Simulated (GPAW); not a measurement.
## Near-edge structure at the Al K edge of Al (Aluminum, Fm-3m)

What does one-electron theory with a core hole give for the Al K edge of Al (Aluminum, Fm-3m)?

Program: GPAW 26.7.0. Level of theory: X-ray absorption from dipole matrix elements to empty bands, plane-wave PAW PBE. Results are calculated unless marked as measured.

This is a report of a sequence of runs, with most program output left out.

**1. The starting structure**

The structure is cubic, space group Fm-3m (No. 225). Conventional cell: a = 4.050 Å, b = 4.050 Å, c = 4.050 Å, α = 90.00°, β = 90.00°, γ = 90.00°. Nearest to Al lie 12 Al at 2.86 Å.

**2. Ground state of the crystal**

The ground state comes first: it tells whether the system has a gap, which decides how the excited electron is treated.

File scf.py:

```python
import numpy as np
from ase import Atoms
from ase.parallel import parprint, paropen
from gpaw import GPAW, PW, FermiDirac, Mixer, MixerDif, setup_paths
from gpaw.test import gen
setup_paths.insert(0, '.')
gen('Al', name='nch1s', xcname='PBE', corehole=(1, 0, 0), write_xml=True)

atoms = Atoms('Al',
    cell=[[0, 2.024805, 2.024805],
     [2.024805, 0, 2.024805],
     [2.024805, 2.024805, 0]],
    scaled_positions=[[0, 0, 0]],
    pbc=True)
atoms.calc = calc = GPAW(legacy_gpaw=True, mode=PW(430), xc='PBE', setups={0: 'nch1s'},
    kpts={'size': (10, 10, 10), 'gamma': True}, occupations=FermiDirac(0.05),
    charge=0, mixer=Mixer(0.1, 5, 50), maxiter=150,
    convergence={'density': 0.0001}, txt='scf.txt')
energy = atoms.get_potential_energy() + calc.get_reference_energy()
ef = calc.get_fermi_level()
out = dict(energy=energy, fermi=ef, forces=atoms.get_forces().tolist())
parprint(f'all-electron energy {energy:.4f} eV, Fermi level {ef:.4f} eV')
ev = np.array([[calc.get_eigenvalues(k, s) for k in range(len(calc.get_ibz_k_points()))] for s in range(calc.get_number_of_spins())])
out['homo'], out['lumo'], out['counts'] = ev[ev < ef].max(), ev[ev > ef].min(), sorted(set((ev < ef).sum((0, 2)).tolist()))
import json
with paropen('out.json', 'w') as f:
    json.dump(out, f)
```

Run with:

```console
$ OMP_NUM_THREADS=1 python scf.py
```

Run time: 2.9 s. Hardware: 1 thread of Arm Neoverse V2, shared host; peak memory 0.12 GiB.

The mesh shows no gap, so the system is treated as a metal and the core electron is put at the Fermi level (neutral cell).

**3. Spectrum without a core hole, Al atom 1**

This cheap baseline ignores the attraction of the hole: it shows the absorber's empty states as they are in the ground state. The data set with a hole of occupation 0 only carries the core orbital.

The absorber has 12 Al at 2.86 Å (cuboctahedral, site symmetry m-3m).

File xas.py:

```python
import numpy as np
from ase import Atoms
from ase.parallel import parprint, paropen
from gpaw import GPAW, PW, FermiDirac, Mixer, MixerDif, setup_paths
from gpaw.test import gen
setup_paths.insert(0, '.')
gen('Al', name='nch1s', xcname='PBE', corehole=(1, 0, 0), write_xml=True)

atoms = Atoms('Al',
    cell=[[0, 2.024805, 2.024805],
     [2.024805, 0, 2.024805],
     [2.024805, 2.024805, 0]],
    scaled_positions=[[0, 0, 0]],
    pbc=True)
atoms.calc = calc = GPAW(legacy_gpaw=True, mode=PW(430), xc='PBE', setups={0: 'nch1s'},
    kpts={'size': (14, 14, 14), 'gamma': True}, occupations=FermiDirac(0.1),
    charge=0, mixer=Mixer(0.1, 5, 50), maxiter=150,
    convergence={'density': 0.0001}, txt='scf.txt')
energy = atoms.get_potential_energy() + calc.get_reference_energy()
ef = calc.get_fermi_level()
out = dict(energy=energy, fermi=ef, forces=atoms.get_forces().tolist())
parprint(f'all-electron energy {energy:.4f} eV, Fermi level {ef:.4f} eV')
ev = np.array([[calc.get_eigenvalues(k, s) for k in range(len(calc.get_ibz_k_points()))] for s in range(calc.get_number_of_spins())])
out['homo'], out['lumo'], out['counts'] = ev[ev < ef].max(), ev[ev > ef].min(), sorted(set((ev < ef).sum((0, 2)).tolist()))

from gpaw.xas import XAS
nb = int(calc.get_number_of_electrons() / 2) + 13
nscf = calc.fixed_density(kpts={'size': (13, 13, 13), 'gamma': True},
    convergence={'eigenstates': 1.0}, txt='nscf.txt')
nscf.diagonalize_full_hamiltonian(nbands=nb)
cell = atoms.cell.array
ops = [cell.T @ U.T @ np.linalg.inv(cell.T) for U in nscf.wfs.kd.symmetry.op_scc]
cut = ef  # filled below, empty above
E = np.arange(-25, 34, 0.1)
fwhm = np.interp(E, [4, 25], [0.9, 3.5])
Y, X, zero, highest = 0, 0, 1e9, 1e9
for spin in range(nscf.get_number_of_spins()):
    xas = XAS(nscf, mode='all', center=0, spin=spin)
    eps = xas.eps_kn
    d = xas.sigma_cmkn  # core-to-band dipole matrix elements, k weights included
    T = np.einsum('amkn,bmkn->abkn', d, d.conj()).real
    T = sum(np.einsum('ai,ijkn,bj->abkn', R, T, R) for R in ops) / len(ops)
    zero, highest = min(zero, eps[eps > cut].min()), min(highest, eps[:, -1].min())
    lines = [(eps, T)] if spin == 0 else lines + [(eps, T)]
for eps, T in lines:
    f = np.einsum('aakn->akn', T).reshape(3, -1)
    x = eps.ravel() - zero
    w = np.interp(x, E, fwhm) / 2.35482
    g = np.exp(-0.5 * ((E[:, None] - x) / w) ** 2) / (w * (2 * np.pi) ** 0.5)
    Y = Y + (f * (x >= 0)) @ g.T
    X = X + (f * (x < 0)) @ g.T
out.update(E=E.round(2).tolist(), xas=Y.tolist(), xes=X.tolist(), zero=zero, valid=highest - zero, nk=len(eps), nb=nb)
for i in range(0, len(E), 10):
    parprint(f'{E[i]:7.2f}', *(f'{v:10.3e}' for v in Y[:, i]))
import json
with paropen('out.json', 'w') as f:
    json.dump(out, f)
```

Run with:

```console
$ OMP_NUM_THREADS=1 python xas.py
```

Elapsed: 14 s, on 1 thread; peak memory 0.15 GiB.

The Al K spectrum, Al atom 1, no core hole (energy from the lowest empty level; intensity scaled to a mean of 1 over the first 20 eV):

```tsv
E (eV)	intensity
-2.0	0.00
-1.5	0.00
-1.0	0.00
-0.5	0.05
0.0	0.23
0.5	0.42
1.0	0.56
1.5	0.66
2.0	0.61
2.5	0.60
3.0	0.71
3.5	0.74
4.0	0.77
4.5	0.94
5.0	0.96
5.5	1.07
6.0	1.16
6.5	1.17
7.0	1.13
7.5	1.05
8.0	0.99
8.5	0.97
9.0	0.93
9.5	0.93
10.0	0.94
10.5	0.97
11.0	1.02
11.5	1.09
12.0	1.15
12.5	1.20
13.0	1.22
13.5	1.22
14.0	1.23
14.5	1.26
15.0	1.28
15.5	1.28
16.0	1.25
16.5	1.22
17.0	1.19
17.5	1.16
18.0	1.13
18.5	1.08
19.0	1.04
19.5	0.99
20.0	0.96
20.5	0.93
21.0	0.90
21.5	0.86
22.0	0.82
22.5	0.76
```

Main maxima below 22 eV (height): 1.5 eV (0.66), 3.3 eV (0.76), 6.3 eV (1.18) and 15.2 eV (1.29). A K edge sees empty p states on the absorber.

The same matrix elements for filled bands give the Al K emission of Al atom 1 (ground-state approximation; energy from the lowest empty level, largest value 1):

```tsv
E (eV)	emission
-24.00	0.00
-23.25	0.00
-22.50	0.00
-21.75	0.00
-21.00	0.00
-20.25	0.00
-19.50	0.00
-18.75	0.00
-18.00	0.00
-17.25	0.00
-16.50	0.00
-15.75	0.00
-15.00	0.00
-14.25	0.00
-13.50	0.00
-12.75	0.00
-12.00	0.00
-11.25	0.00
-10.50	0.02
-9.75	0.06
-9.00	0.11
-8.25	0.18
-7.50	0.24
-6.75	0.34
-6.00	0.42
-5.25	0.52
-4.50	0.63
-3.75	0.76
-3.00	0.83
-2.25	1.00
-1.50	0.83
-0.75	0.96
0.00	0.58
0.75	0.03
1.50	0.00
2.25	0.00
3.00	0.00
```

Emission maxima: -2.2 eV (1.00) and -0.6 eV (0.99).

**4. Reference energy of the supercell**

The photon energy needs a difference of total energies, so the cell and mesh of the coming hole run are first run without a hole.

scf.py, as its differences from that of step 2:

```diff
@@ -8,10 +8,17 @@
 
-atoms = Atoms('Al',
-    cell=[[0, 2.024805, 2.024805],
-     [2.024805, 0, 2.024805],
-     [2.024805, 2.024805, 0]],
-    scaled_positions=[[0, 0, 0]],
+atoms = Atoms('Al8',
+    cell=[[0, 4.04961, 4.04961],
+     [4.04961, 0, 4.04961],
+     [4.04961, 4.04961, 0]],
+    scaled_positions=[[0, 0, 0],
+     [0, 0, 0.5],
+     [0, 0.5, 0],
+     [0.5, 0, 0],
+     [0, 0.5, 0.5],
+     [0.5, 0, 0.5],
+     [0.5, 0.5, 0],
+     [0.5, 0.5, 0.5]],
     pbc=True)
 atoms.calc = calc = GPAW(legacy_gpaw=True, mode=PW(430), xc='PBE', setups={0: 'nch1s'},
-    kpts={'size': (10, 10, 10), 'gamma': True}, occupations=FermiDirac(0.05),
+    kpts={'size': (5, 5, 5), 'gamma': True}, occupations=FermiDirac(0.1),
     charge=0, mixer=Mixer(0.1, 5, 50), maxiter=150,
```

Run with:

```console
$ OMP_NUM_THREADS=1 python scf.py
```

The job ended after 11 s (1 thread; peak memory 0.18 GiB).

Reference energy: -52857.139 eV with the cores included.

**5. Spectrum with XCH, Al atom 1**

The holes are 5.7 Å apart. In GPAW the data set carries the hole's charge, so charge=0 means a charged cell and charge=-1 a neutral one. The excited electron is kept in the cell, where it fills the lowest empty states and screens the hole. After the field has converged, empty bands are computed with the density fixed and the dipole matrix elements are summed.

xas.py, as its differences from that of step 3:

```diff
@@ -6,13 +6,20 @@
 setup_paths.insert(0, '.')
-gen('Al', name='nch1s', xcname='PBE', corehole=(1, 0, 0), write_xml=True)
+gen('Al', name='fch1s', xcname='PBE', corehole=(1, 0, 1), write_xml=True)
 
-atoms = Atoms('Al',
-    cell=[[0, 2.024805, 2.024805],
-     [2.024805, 0, 2.024805],
-     [2.024805, 2.024805, 0]],
-    scaled_positions=[[0, 0, 0]],
+atoms = Atoms('Al8',
+    cell=[[0, 4.04961, 4.04961],
+     [4.04961, 0, 4.04961],
+     [4.04961, 4.04961, 0]],
+    scaled_positions=[[0, 0, 0],
+     [0, 0, 0.5],
+     [0, 0.5, 0],
+     [0.5, 0, 0],
+     [0, 0.5, 0.5],
+     [0.5, 0, 0.5],
+     [0.5, 0.5, 0],
+     [0.5, 0.5, 0.5]],
     pbc=True)
-atoms.calc = calc = GPAW(legacy_gpaw=True, mode=PW(430), xc='PBE', setups={0: 'nch1s'},
-    kpts={'size': (14, 14, 14), 'gamma': True}, occupations=FermiDirac(0.1),
-    charge=0, mixer=Mixer(0.1, 5, 50), maxiter=150,
+atoms.calc = calc = GPAW(legacy_gpaw=True, mode=PW(430), xc='PBE', setups={0: 'fch1s'},
+    kpts={'size': (5, 5, 5), 'gamma': True}, occupations=FermiDirac(0.1),
+    charge=-1, mixer=Mixer(0.1, 5, 50), maxiter=150,
     convergence={'density': 0.0001}, txt='scf.txt')
@@ -26,4 +33,4 @@
 from gpaw.xas import XAS
-nb = int(calc.get_number_of_electrons() / 2) + 13
-nscf = calc.fixed_density(kpts={'size': (13, 13, 13), 'gamma': True},
+nb = int(calc.get_number_of_electrons() / 2) + 82
+nscf = calc.fixed_density(kpts={'size': (7, 7, 7), 'gamma': True},
     convergence={'eigenstates': 1.0}, txt='nscf.txt')
@@ -33,3 +40,3 @@
 cut = ef  # filled below, empty above
-E = np.arange(-25, 34, 0.1)
+E = np.arange(-6, 34, 0.1)
 fwhm = np.interp(E, [4, 25], [0.9, 3.5])
```

Run with:

```console
$ OMP_NUM_THREADS=1 python xas.py
```

Wall time 17 min (1 thread); peak memory 0.95 GiB.

The Al K spectrum, Al atom 1, excited-electron core hole (neutral cell) (energy from the lowest empty level; intensity scaled to a mean of 1 over the first 20 eV):

```tsv
E (eV)	intensity
-2.00	0.00
-1.25	0.00
-0.50	0.08
0.25	0.55
1.00	0.88
1.75	0.95
2.50	1.10
3.25	1.08
4.00	1.48
4.75	1.43
5.50	1.33
6.25	1.17
7.00	0.99
7.75	0.91
8.50	0.92
9.25	0.90
10.00	0.95
10.75	1.05
11.50	1.20
12.25	1.17
13.00	1.08
13.75	1.07
14.50	1.01
15.25	0.91
16.00	0.88
16.75	0.86
17.50	0.80
18.25	0.73
19.00	0.70
19.75	0.68
20.50	0.64
21.25	0.58
22.00	0.51
22.75	0.44
23.50	0.37
24.25	0.31
25.00	0.26
25.75	0.24
26.50	0.24
27.25	0.27
28.00	0.36
28.75	0.50
```

Main maxima below 24 eV (height): 2.8 eV (1.12), 4.3 eV (1.60) and 11.8 eV (1.21). 

The total-energy difference is 1570.97 eV. One term is added: -13.99 eV, since the hole is spin-paired here and a spin-polarised one costs that much less in the free atom (computed apart). The photon energy is then 1556.98 eV. The tabulated edge of the element is 1559 eV. The functional leaves an error of a few eV in such absolute values.

**6. What the core hole does**

Both curves are counted from their own zero, so only the shift of weight within the empty states shows.

```tsv
E (eV)	no hole	XCH
-2.0	0.00	0.00
-1.0	0.00	0.00
0.0	0.23	0.38
1.0	0.56	0.88
2.0	0.61	1.00
3.0	0.71	1.10
4.0	0.77	1.48
5.0	0.96	1.38
6.0	1.16	1.22
7.0	1.13	0.99
8.0	0.99	0.92
9.0	0.93	0.90
10.0	0.94	0.95
11.0	1.02	1.11
12.0	1.15	1.20
13.0	1.22	1.08
14.0	1.23	1.06
15.0	1.28	0.94
16.0	1.25	0.88
17.0	1.19	0.85
18.0	1.13	0.75
19.0	1.04	0.70
20.0	0.96	0.67
21.0	0.90	0.61
22.0	0.82	0.51
```

With each curve scaled to its own mean, the area from −2 to 6 eV with the hole is 6.8 against 4.4, and the centre of weight from −1 to 20 eV moves by -1.5 eV: the hole pulls the absorber's empty states down.

**7. Summary of results**

- absorber and edge: Al K, atom 1 of the ground-state input (counted from 1)
- surroundings: 12 Al at 2.86 Å (cuboctahedral, site symmetry m-3m)
- highest intensity below 16 eV: 4.3 eV above the zero, height 1.60
- photon energy of the zero, with the added terms: 1557.0 eV (raw 1571.0 eV; uncertain by a few eV)

**Reading.** The Al K edge of atom 1, with 12 Al at 2.86 Å (cuboctahedral, site symmetry m-3m), has its highest intensity of the first 16 eV at 4.3 eV above the zero, near 1561 eV in photon energy (uncertain by a few eV), 1.6 times the mean level of the first 20 eV (Gaussian full width 0.9 eV up to 4 eV, rising linearly to 3.5 eV at 25 eV). With each curve scaled to its own mean, the area from −2 to 6 eV with the hole is 6.8 against 4.4, and the centre of weight from −1 to 20 eV moves by -1.5 eV: the hole pulls the absorber's empty states down. 1 further run of this session is left out of this account as redundant. The holes are only 5.7 Å apart, so the shape is probably not converged with cell size; no larger cell was run here. The structure is a published determination, not relaxed.

[Logs are printed without paths, hosts, clocks, repeated set-up lines and the standing remarks that a program may print on its own settings, such as how far it seeks lower states.]

[Hosts, paths, dates, database ids (printed as entryN), source tags and the programs' standing remarks are cut or masked in the printed files.]

[Lists of maxima count a maximum above −3 eV only where it reaches 4 % of the highest in the window and stands out from its surroundings by 2 % of it (1.5 % where it reaches 55 %); shoulders and weaker maxima are passed over, and of the rest the first, up to two pre-edge ones and the few strongest are named.]
